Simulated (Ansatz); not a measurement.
## Na on Mo(110): change of the work function

Aim: the work function of Mo(110) at several coverages of Na (hollow site), and the dipole that each adsorbate carries.

Main program and level: Ansatz 0.2.0; plane-wave DFT, PBE, Ansatz PAW.

## (1) The system as given

The cell holds 4 atoms: 4 Mo. Its edges and angles: a = 2.728 Å, b = 2.728 Å, c = 24.682 Å, α = 90.0°, β = 90.0°, γ = 70.5°. Vacuum lies along c.

## (2) The clean slab

The bare slab comes first, as the zero from which every change is counted. The two lowest layers are held at bulk places and the upper ones relax. The dipole correction removes the false field that a one-sided slab makes across the periodic vacuum, so each face gets a flat vacuum level of its own.

input.yaml reads:

```yaml
crystal:
  lattice:
    - [2.2273863607, -1.575, 0.0]
    - [2.2273863607, 1.575, 0.0]
    - [0.0, 0.0, 24.6821590822]
  atoms:
    - { symbol: Mo, position: [0.0, 0.0, 0.3646358477] }
    - { symbol: Mo, position: [0.5, 0.5, 0.4548786159] }
    - { symbol: Mo, position: [0.0, 0.0, 0.5451213841] }
    - { symbol: Mo, position: [0.5, 0.5, 0.6353641523] }
kpoints:
  mp_grid: { grid: [12, 12, 1] }
hamiltonian:
  xc: pbe
scf:
  occupations: { method: fermi_dirac, width: 0.1 }
  convergence: { dr2_threshold: 1.0e-08 }
efield:
  axis: 3
  dipole_correction: true
  ramp_position: 0.97
  ramp_width: 0.06
relax:
  f_tol: 0.02
  max_steps: 60
  constraints: [{ sites: [0, 1] }]
output:
  write_potential: true
  write_density: true
  volumetric_format: npy
```

The run is started by

```sh
ansatz run input.yaml --threads 4 --pin off --max-ram 16384MiB --backend cpu --events-out ev --progress --plain --runs-dir out
```

Log:

```text
Engine: ansatz 0.2.0, aarch64-unknown-linux-gnu
Pseudopotentials: kind: paw
Pseudopotential: Mo, paw, valence charge 14, recommended cutoff 420 eV (normal), Mo.paw.azcp
Functional definition: PBE
  parameter kappa = 0.804
  parameter beta = 0.066725
  exchange = pbe_x(kappa = kappa, mu = beta*pi^2/3)
  correlation = pbe_c(beta = beta)
Crystal: 4 atoms, lattice volume = 173.177 Å³
Basis set: ecut = 420 eV, 3445 PW (Γ), exchange–correlation on 40×40×360 points (8 copies of the dense FFT grid, shifted against one another)
Bands: 34, of which v1, the nominal top of the filled ones, is band 28 counted from 1 (27 counted from 0)
Symmetry: 4 space group operations
k-points: 43 of 144
Non-local potential: Mo, projectors of the file, l = 0: 3, l = 1: 2, l = 2: 2, l = 3: 1
PAW form: soft (Blöchl's): semilocal exchange-correlation on the pseudo side does not see the compensation charge
PAW one-centre angular grid: Mo, 590 points (default); XC on 64 Gauss nodes
Initial density: superposition of atomic densities (neutral atoms: chi_scale 0, normalization atom), corrected by the library's trained network
Initial wavefunctions: pseudopotential atomic-orbital guess
Functional: x = pbe(κ = 0.804, μ = 0.219515), c = pbe(β = 0.066725)
SCF iter   1: F=—  HF=-19821.647128 eV  |F-HF|=—  |Δ(HF+E_count)|=         —  Δρ=3.78e-3  dr2=1.40e-1  ethr=1.77e-3  p=-0.000 e·Å  D=-4.77e-14 V/Å  ΔV_dip=0.00 eV  dr2_dipole=1.17e-6  V_vac-E_F(+/−)=4.86/4.86 eV  ⟨swp⟩=8.9  Hψ=15645  notcnv=0  defer=5
efield: sawtooth ramp at fractional position 0.9700 (set: `efield.ramp_position`, or a place that a band, a saddle search or an elastic batch's reference lends), width 0.0600; the density the first Hamiltonian is built on has a dipole p = -0.000 e·Å; the dipole correction subtracts the counter field D = -4.77e-14 V/Å, which shifts the + side's vacuum level by +0.00 eV against the − side's; the planar-averaged density in the ramp window peaks in size at 1.4e-5 e/Å³
automatic band count: the SCF goes on with 40 bands, as 34 were too few: the levels above may hold too much charge
preconditioner: auto → LDOS  [metal: Δε(μ)=0.026 eV  Ē_g=5.170 eV  σ=0.100 eV  W_gap=0.07  n_scr=16 (ndim 8)  ℏωp=13.8 eV  f_vac=0.563  D(μ)=3.57/eV (n_scr^D=14)  β→1.0]
SCF iter   2: F=—  HF=-19821.643445 eV  |F-HF|=—  |Δ(HF+E_count)|=   3.68e-3  Δρ=1.93e-3  dr2=1.96e-2  ethr=2.50e-4  p=0.000 e·Å  D=4.94e-6 V/Å  ΔV_dip=-0.00 eV  dr2_dipole=1.04e-6  V_vac-E_F(+/−)=4.70/4.70 eV  ⟨swp⟩=2.1  Hψ=2763  notcnv=0  defer=21
SCF iter   3: F=—  HF=-19821.641432 eV  |F-HF|=—  |Δ(HF+E_count)|=   2.01e-3  Δρ=5.02e-4  dr2=1.45e-3  ethr=3.50e-5  p=0.000 e·Å  D=3.71e-6 V/Å  ΔV_dip=-0.00 eV  dr2_dipole=1.26e-7  V_vac-E_F(+/−)=4.72/4.72 eV  ⟨swp⟩=2.2  Hψ=2388  notcnv=0  defer=21
SCF iter   4: F=—  HF=-19821.641192 eV  |F-HF|=—  |Δ(HF+E_count)|=   2.41e-4  Δρ=1.36e-4  dr2=7.48e-5  ethr=2.60e-6  p=0.000 e·Å  D=1.73e-6 V/Å  ΔV_dip=-0.00 eV  dr2_dipole=3.26e-8  V_vac-E_F(+/−)=4.71/4.71 eV  ⟨swp⟩=3.0  Hψ=2598  notcnv=0  defer=21
SCF iter   5: F=—  HF=-19821.641212 eV  |F-HF|=—  |Δ(HF+E_count)|=   2.06e-5  Δρ=3.96e-5  dr2=6.14e-6  ethr=1.34e-7  p=0.000 e·Å  D=1.84e-7 V/Å  ΔV_dip=-0.00 eV  dr2_dipole=7.59e-10  V_vac-E_F(+/−)=4.70/4.70 eV  ⟨swp⟩=2.6  Hψ=2473  notcnv=0  defer=21
SCF iter   6: F=—  HF=-19821.641292 eV  |F-HF|=—  |Δ(HF+E_count)|=   7.97e-5  Δρ=1.55e-5  dr2=8.69e-7  ethr=1.10e-8  p=-0.000 e·Å  D=-9.75e-8 V/Å  ΔV_dip=0.00 eV  dr2_dipole=2.59e-12  V_vac-E_F(+/−)=4.70/4.70 eV  ⟨swp⟩=2.1  Hψ=2413  notcnv=0  defer=21
SCF iter   7: F=—  HF=-19821.641293 eV  |F-HF|=—  |Δ(HF+E_count)|=   4.78e-7  Δρ=4.02e-6  dr2=7.38e-8  ethr=1.55e-9  p=-0.000 e·Å  D=-1.25e-7 V/Å  ΔV_dip=0.00 eV  dr2_dipole=3.69e-11  V_vac-E_F(+/−)=4.69/4.69 eV  ⟨swp⟩=2.1  Hψ=2303  notcnv=0  defer=21
SCF iter   8: F=-19821.641293 eV  HF=-19821.641293 eV  |F-HF|=4.27e-9  |Δ(HF+E_count)|=   8.39e-8  Δρ=1.47e-6  dr2=6.62e-9  ethr=1.79e-11  p=-0.000 e·Å  D=-2.43e-8 V/Å  ΔV_dip=0.00 eV  dr2_dipole=1.83e-12  V_vac-E_F(+/−)=4.69/4.69 eV  ⟨swp⟩=10.7  Hψ=11440  notcnv=0
SCF 1 converged in 8 iterations: F = -19821.641293 eV  dr2 = 6.62e-9
  greatest PAW one-centre occupation: 0.998 electrons in one spin orbital (limit 2), on the Mo atom at site 0 (counted from 0), in its partial waves of l = 0
relax step   1: F+E_penalty+E_count = -19821.64129266 eV  Δ(F+E_penalty+E_count) = +0.000e0 eV  max|allowed force component| = 6.071e-1 eV/Å  Δτ_max = 0.0000 Å  (8 SCF iters, accepted)
Bands: 40, of which v1, the nominal top of the filled ones, is band 28 counted from 1 (27 counted from 0)
Initial density: handed on by an earlier stage of this run
Initial wavefunctions: those handed on with the density
iter 1 solved again at ethr=6.81e-4 eV; its pass at ethr=3.10e-3 eV (dr2=3.81e-1 eV) is discarded
SCF iter   1: F=—  HF=-19821.655302 eV  |F-HF|=—  |Δ(HF+E_count)|=         —  Δρ=9.01e-3  dr2=3.79e-1  ethr=6.81e-4  p=0.000 e·Å  D=7.11e-7 V/Å  ΔV_dip=-0.00 eV  dr2_dipole=2.16e-3  V_vac-E_F(+/−)=4.71/4.71 eV  ⟨swp⟩=1.6  Hψ=6582  notcnv=0  defer=26
efield: sawtooth ramp at fractional position 0.9700 (set: `efield.ramp_position`, or a place that a band, a saddle search or an elastic batch's reference lends), width 0.0600; the density the first Hamiltonian is built on has a dipole p = 0.000 e·Å; the dipole correction subtracts the counter field D = 7.11e-7 V/Å, which shifts the + side's vacuum level by -0.00 eV against the − side's; the planar-averaged density in the ramp window peaks in size at 3.6e-6 e/Å³
preconditioner: auto → LDOS  [metal: Δε(μ)=0.032 eV  Ē_g=5.280 eV  σ=0.100 eV  W_gap=0.08  n_scr=16 (ndim 8)  ℏωp=13.8 eV  f_vac=0.569  D(μ)=3.64/eV (n_scr^D=14)  β→1.0]
SCF iter   2: F=—  HF=-19821.637650 eV  |F-HF|=—  |Δ(HF+E_count)|=   1.77e-2  Δρ=4.01e-3  dr2=1.08e-1  ethr=6.78e-4  p=0.007 e·Å  D=7.44e-3 V/Å  ΔV_dip=-0.18 eV  dr2_dipole=1.22e-3  V_vac-E_F(+/−)=4.51/4.69 eV  ⟨swp⟩=2.3  Hψ=2710  notcnv=0  defer=26
SCF iter   3: F=—  HF=-19821.629266 eV  |F-HF|=—  |Δ(HF+E_count)|=   8.38e-3  Δρ=1.79e-3  dr2=1.82e-2  ethr=1.92e-4  p=0.006 e·Å  D=6.37e-3 V/Å  ΔV_dip=-0.16 eV  dr2_dipole=2.87e-4  V_vac-E_F(+/−)=4.55/4.71 eV  ⟨swp⟩=2.4  Hψ=3010  notcnv=0  defer=26
SCF iter   4: F=—  HF=-19821.625514 eV  |F-HF|=—  |Δ(HF+E_count)|=   3.75e-3  Δρ=4.20e-4  dr2=7.00e-4  ethr=3.26e-5  p=0.007 e·Å  D=7.29e-3 V/Å  ΔV_dip=-0.18 eV  dr2_dipole=1.75e-5  V_vac-E_F(+/−)=4.52/4.70 eV  ⟨swp⟩=3.0  Hψ=2790  notcnv=0  defer=26
[...]
preconditioner: auto → LDOS  [metal: Δε(μ)=0.017 eV  Ē_g=5.205 eV  σ=0.100 eV  W_gap=0.04  n_scr=16 (ndim 8)  ℏωp=13.8 eV  f_vac=0.567  D(μ)=3.42/eV (n_scr^D=14)  β→1.0]
SCF iter   2: F=—  HF=-19821.665870 eV  |F-HF|=—  |Δ(HF+E_count)|=   3.93e-3  Δρ=2.32e-3  dr2=4.41e-2  ethr=1.98e-4  p=0.006 e·Å  D=6.20e-3 V/Å  ΔV_dip=-0.15 eV  dr2_dipole=3.08e-3  V_vac-E_F(+/−)=4.55/4.71 eV  ⟨swp⟩=2.0  Hψ=2812  notcnv=0  defer=26
SCF iter   3: F=—  HF=-19821.662933 eV  |F-HF|=—  |Δ(HF+E_count)|=   2.94e-3  Δρ=8.29e-4  dr2=4.40e-3  ethr=7.87e-5  p=0.006 e·Å  D=6.03e-3 V/Å  ΔV_dip=-0.15 eV  dr2_dipole=6.38e-4  V_vac-E_F(+/−)=4.55/4.70 eV  ⟨swp⟩=2.0  Hψ=2291  notcnv=0  defer=26
SCF iter   4: F=—  HF=-19821.662283 eV  |F-HF|=—  |Δ(HF+E_count)|=   6.51e-4  Δρ=2.74e-4  dr2=4.17e-4  ethr=7.86e-6  p=0.005 e·Å  D=5.31e-3 V/Å  ΔV_dip=-0.13 eV  dr2_dipole=6.02e-5  V_vac-E_F(+/−)=4.57/4.70 eV  ⟨swp⟩=3.5  Hψ=3106  notcnv=0  defer=26
SCF iter   5: F=—  HF=-19821.662246 eV  |F-HF|=—  |Δ(HF+E_count)|=   3.68e-5  Δρ=7.82e-5  dr2=1.95e-5  ethr=7.45e-7  p=0.005 e·Å  D=5.03e-3 V/Å  ΔV_dip=-0.12 eV  dr2_dipole=1.51e-6  V_vac-E_F(+/−)=4.57/4.70 eV  ⟨swp⟩=2.5  Hψ=2546  notcnv=0  defer=26
SCF iter   6: F=—  HF=-19821.662253 eV  |F-HF|=—  |Δ(HF+E_count)|=   7.25e-6  Δρ=2.97e-5  dr2=1.84e-6  ethr=3.47e-8  p=0.005 e·Å  D=4.92e-3 V/Å  ΔV_dip=-0.12 eV  dr2_dipole=6.05e-9  V_vac-E_F(+/−)=4.57/4.70 eV  ⟨swp⟩=2.1  Hψ=2333  notcnv=0  defer=26
SCF iter   7: F=—  HF=-19821.662328 eV  |F-HF|=—  |Δ(HF+E_count)|=   7.45e-5  Δρ=1.27e-5  dr2=5.17e-7  ethr=3.28e-9  p=0.005 e·Å  D=4.84e-3 V/Å  ΔV_dip=-0.12 eV  dr2_dipole=2.83e-8  V_vac-E_F(+/−)=4.58/4.70 eV  ⟨swp⟩=2.1  Hψ=2436  notcnv=0  defer=26
SCF iter   8: F=—  HF=-19821.662328 eV  |F-HF|=—  |Δ(HF+E_count)|=   8.29e-8  Δρ=2.78e-6  dr2=3.22e-8  ethr=9.24e-10  p=0.005 e·Å  D=4.83e-3 V/Å  ΔV_dip=-0.12 eV  dr2_dipole=1.60e-9  V_vac-E_F(+/−)=4.58/4.70 eV  ⟨swp⟩=2.8  Hψ=3061  notcnv=0  defer=26
SCF iter   9: F=-19821.662328 eV  HF=-19821.662328 eV  |F-HF|=6.62e-9  |Δ(HF+E_count)|=   1.90e-8  Δρ=8.02e-7  dr2=1.26e-9  ethr=1.79e-11  p=0.005 e·Å  D=4.82e-3 V/Å  ΔV_dip=-0.12 eV  dr2_dipole=8.06e-15  V_vac-E_F(+/−)=4.58/4.70 eV  ⟨swp⟩=10.1  Hψ=11130  notcnv=0
SCF 3 converged in 9 iterations: F = -19821.662328 eV  dr2 = 1.26e-9
relax step   3: F+E_penalty+E_count = -19821.66232783 eV  Δ(F+E_penalty+E_count) = -2.104e-2 eV  max|allowed force component| = 1.718e-1 eV/Å  Δτ_max = 0.0695 Å  (9 SCF iters, accepted)
SCF iter   1: F=—  HF=-19821.663916 eV  |F-HF|=—  |Δ(HF+E_count)|=         —  Δρ=8.39e-4  dr2=3.50e-3  ethr=6.23e-5  p=0.005 e·Å  D=4.82e-3 V/Å  ΔV_dip=-0.12 eV  dr2_dipole=1.17e-4  V_vac-E_F(+/−)=4.57/4.69 eV  ⟨swp⟩=2.4  Hψ=3395  notcnv=0  defer=26
efield: sawtooth ramp at fractional position 0.9700 (set: `efield.ramp_position`, or a place that a band, a saddle search or an elastic batch's reference lends), width 0.0600; the density the first Hamiltonian is built on has a dipole p = 0.005 e·Å; the dipole correction subtracts the counter field D = 4.82e-3 V/Å, which shifts the + side's vacuum level by -0.12 eV against the − side's; the planar-averaged density in the ramp window peaks in size at 4.2e-6 e/Å³
preconditioner: auto → LDOS  [metal: Δε(μ)=0.010 eV  Ē_g=5.198 eV  σ=0.100 eV  W_gap=0.02  n_scr=16 (ndim 8)  ℏωp=13.8 eV  f_vac=0.567  D(μ)=3.47/eV (n_scr^D=14)  β→1.0]
SCF iter   2: F=—  HF=-19821.663778 eV  |F-HF|=—  |Δ(HF+E_count)|=   1.38e-4  Δρ=4.26e-4  dr2=1.37e-3  ethr=6.24e-6  p=0.004 e·Å  D=4.06e-3 V/Å  ΔV_dip=-0.10 eV  dr2_dipole=2.10e-5  V_vac-E_F(+/−)=4.60/4.70 eV  ⟨swp⟩=2.0  Hψ=2569  notcnv=0  defer=26
SCF iter   3: F=—  HF=-19821.663680 eV  |F-HF|=—  |Δ(HF+E_count)|=   9.75e-5  Δρ=1.70e-4  dr2=1.67e-4  ethr=2.44e-6  p=0.004 e·Å  D=4.18e-3 V/Å  ΔV_dip=-0.10 eV  dr2_dipole=3.14e-6  V_vac-E_F(+/−)=4.59/4.69 eV  ⟨swp⟩=2.0  Hψ=2242  notcnv=0  defer=26
SCF iter   4: F=—  HF=-19821.663648 eV  |F-HF|=—  |Δ(HF+E_count)|=   3.23e-5  Δρ=4.02e-5  dr2=5.53e-6  ethr=2.98e-7  p=0.004 e·Å  D=4.07e-3 V/Å  ΔV_dip=-0.10 eV  dr2_dipole=5.62e-7  V_vac-E_F(+/−)=4.60/4.70 eV  ⟨swp⟩=3.4  Hψ=3040  notcnv=0  defer=26
SCF iter   5: F=—  HF=-19821.663725 eV  |F-HF|=—  |Δ(HF+E_count)|=   7.67e-5  Δρ=1.23e-5  dr2=5.71e-7  ethr=9.88e-9  p=0.004 e·Å  D=3.99e-3 V/Å  ΔV_dip=-0.10 eV  dr2_dipole=4.19e-8  V_vac-E_F(+/−)=4.60/4.70 eV  ⟨swp⟩=2.7  Hψ=2627  notcnv=0  defer=26
SCF iter   6: F=—  HF=-19821.663725 eV  |F-HF|=—  |Δ(HF+E_count)|=   2.10e-7  Δρ=3.79e-6  dr2=5.79e-8  ethr=1.02e-9  p=0.004 e·Å  D=3.95e-3 V/Å  ΔV_dip=-0.10 eV  dr2_dipole=2.24e-9  V_vac-E_F(+/−)=4.60/4.70 eV  ⟨swp⟩=2.3  Hψ=2351  notcnv=0  defer=26
SCF iter   7: F=-19821.663725 eV  HF=-19821.663725 eV  |F-HF|=3.88e-9  |Δ(HF+E_count)|=   3.93e-8  Δρ=1.56e-6  dr2=8.52e-9  ethr=1.79e-11  p=0.004 e·Å  D=3.94e-3 V/Å  ΔV_dip=-0.10 eV  dr2_dipole=2.54e-10  V_vac-E_F(+/−)=4.60/4.70 eV  ⟨swp⟩=10.8  Hψ=11535  notcnv=0
SCF 4 converged in 7 iterations: F = -19821.663725 eV  dr2 = 8.52e-9
relax step   4: F+E_penalty+E_count = -19821.66372504 eV  Δ(F+E_penalty+E_count) = -1.397e-3 eV  max|allowed force component| = 6.160e-3 eV/Å  Δτ_max = 0.0105 Å  (7 SCF iters, accepted)
NSCF: frozen V_eff on 43 k-points
the band table was solved once a step of the walk had ended and its energy, with any forces and stress, was formed, with the checks that follow a solve (8320 applications of the Hamiltonian). They found nothing against the state; the energy, forces and stress were not computed again (output.eigenvalues in the input reference)
SCF converged after 7 iterations
Free energy (F): -19821.663725 eV
Harris-Foulkes:  -19821.663725 eV  (|F-HF|=3.88e-9)
Internal energy: -19821.546906 eV  (E = F + TS)
E sigma→0 (E₀):  -19821.605316 eV
Entropy (-TS):   -0.116819 eV (-29.205 meV/atom)
Fermi energy:    4.749028 eV
Dipole field:    D = 0.003959 V/Å  (p = 0.003789 e·Å, saw-weighted, corrected)
Work function:   Φ+ = 4.5981 eV   Φ− = 4.6959 eV
Levels:          The Fermi level and band energies are counted from a zero that moves with the ramp; work functions are not
--- Per-component energies (eV) ---
  E_band       = -1128.803101
  E_kinetic    = 1758.636077
  E_local      = -73076.344926  (includes V_loc(G=0)·N_el)
  E_nonlocal   = 573.008626
  E_hartree    = 35551.714988
  E_xc         = -730.509318
  E_vxc        = -911.323818  (∫ρ·V_xc dr)
  E_paw        = -12805.328642  (= ΣΔE_a)
  E_vpaw       = -576.218629  (= ΣTr[D̂ρ^β])
  E_aug_tail   = 0.000170  (compensation charges beyond the density's cutoff)
  E_efield     = 0.000007  (sawtooth field / dipole correction)
  E_vefield    = 0.002053  (∫n·V_field dr)
  E_ewald      = 28907.276112
  E_smearing   = -0.116819  (= −TS)
  E_closure    = -0.000000  (closes the sum)
  Σ components = -19821.663725   (vs F -19821.663725, Δ=0.00e0)
--- Forces (eV/Å), atoms counted from 1 ---
  atom   1  Mo     0.00000000     0.00000000     0.48968382
  atom   2  Mo     0.00000000    -0.00000000    -0.48732685
  atom   3  Mo     0.00000000    -0.00000000    -0.00615989
  atom   4  Mo     0.00000000     0.00000000     0.00374740
  max |Σ_I F_I| component: 5.55e-5 eV/Å
--- Band table (eV; the first three rows and the last of 43) ---
  k-point 0: bands = [... 24 lower, 3.2679, 3.3587, 3.5222, 3.7666, 4.8655, 5.1015, 5.8499, 5.9160, ... 8 higher]
  k-point 1: bands = [... 24 lower, 3.1262, 3.2374, 3.5562, 3.9741, 4.5550, 5.1890, 5.4643, 5.7715, ... 8 higher]
  k-point 2: bands = [... 24 lower, 2.9540, 3.0742, 3.7021, 3.9784, 4.4501, 4.6794, 5.6510, 5.7078, ... 8 higher]
  k-point 42: bands = [... 24 lower, 3.2412, 5.2680, 5.2859, 5.5507, 5.7353, 6.1980, 7.4154, 7.7054, ... 8 higher]
--- Relaxed structure (4 steps of the walk, 3 accepted, 0 SCFs on fresh bases) ---
  F+E_penalty+E_count = -19821.66372504 eV   max|allowed force component| = 6.160e-3 eV/Å
  atoms:
    - { symbol: Mo, position: [0.0, 0.0, 0.364636] }
    - { symbol: Mo, position: [0.500000, 0.500000, 0.454879] }
    - { symbol: Mo, position: [-3.918099e-19, 3.918099e-19, 0.546022] }
    - { symbol: Mo, position: [0.500000, 0.500000, 0.632974] }
```

The job ended after 25 s (4 threads of Arm Neoverse V1, shared host; peak memory 0.58 GiB; 1.7 min of CPU time).

Relaxation path:

```tsv
step	energy less that of the first step (eV)	largest force component (eV/Å)
1	0.0000	0.6071
2	0.0156	0.8030
3	-0.0210	0.1718
4	-0.0224	0.0062
```

Relaxation step 2 was tried and not accepted.

The run keeps the 4 symmetry operations that the program found, so distortions that break them were not tested.

The atoms that moved most (Å):

```tsv
atom	dx	dy	dz	length
Mo4	0.000	0.000	-0.059	0.059
Mo3	0.000	0.000	0.022	0.022
```

Final coordinates:

```xyz
4
Lattice="2.2274 -1.5750 0.0000 2.2274 1.5750 0.0000 0.0000 0.0000 24.6822" Properties=species:S:1:pos:R:3
Mo    0.0000    0.0000    9.0000
Mo    2.2274    0.0000   11.2274
Mo    0.0000    0.0000   13.4770
Mo    2.2274    0.0000   15.6232
```

Read from the output:

- energy at zero smearing: -19821.6053 eV
- work function, upper face: 4.598 eV
- work function, lower face: 4.696 eV
- dipole along the normal: 0.003789 e·Å
- step between the vacuum levels: -0.09771 eV

Running mean over 2.227 Å of the planar mean; the ramp of the sawtooth is left out. Electron's electrostatic potential energy less the Fermi level against z:

z (Å), electron's electrostatic potential energy less the Fermi level (eV) and a bar from the least value:
```
        4        4.7 ##############################
        5        4.7 ##############################
        6        4.6 ##############################
        7        3.2 ############################
        8       -6.0 ############
        9      -12.4 ##
       10      -12.7 #
       11      -12.9 #
       12      -12.7 #
       13      -12.8 #
       14      -13.4 
       15      -13.3 
       16      -11.5 ###
       17       -1.5 ####################
       18        4.0 #############################
       19        4.5 ##############################
       20        4.6 ##############################
       21        4.6 ##############################
```

The relaxation took 4 steps and lowered the energy by 0.022 eV; the largest force on the free atoms ends at 0.0062 eV/Å.

The work function of the upper face is 4.60 eV.

(Continued in part 2 of 3.)

[Long decimals in the printed logs are rounded to 6 places.]

[Logs are printed without paths, hosts, clocks, repeated set-up lines and the standing remarks that a program may print on its own settings, such as how far it seeks lower states.]

[Hosts, paths, dates, database ids (printed as entryN), source tags and the programs' standing remarks are cut or masked in the printed files.]

[Maps of the electrostatic potential energy from Ansatz leave out the sawtooth potential of an applied field or a dipole correction, so their vacuum need not be flat; planar profiles and work functions include it.]
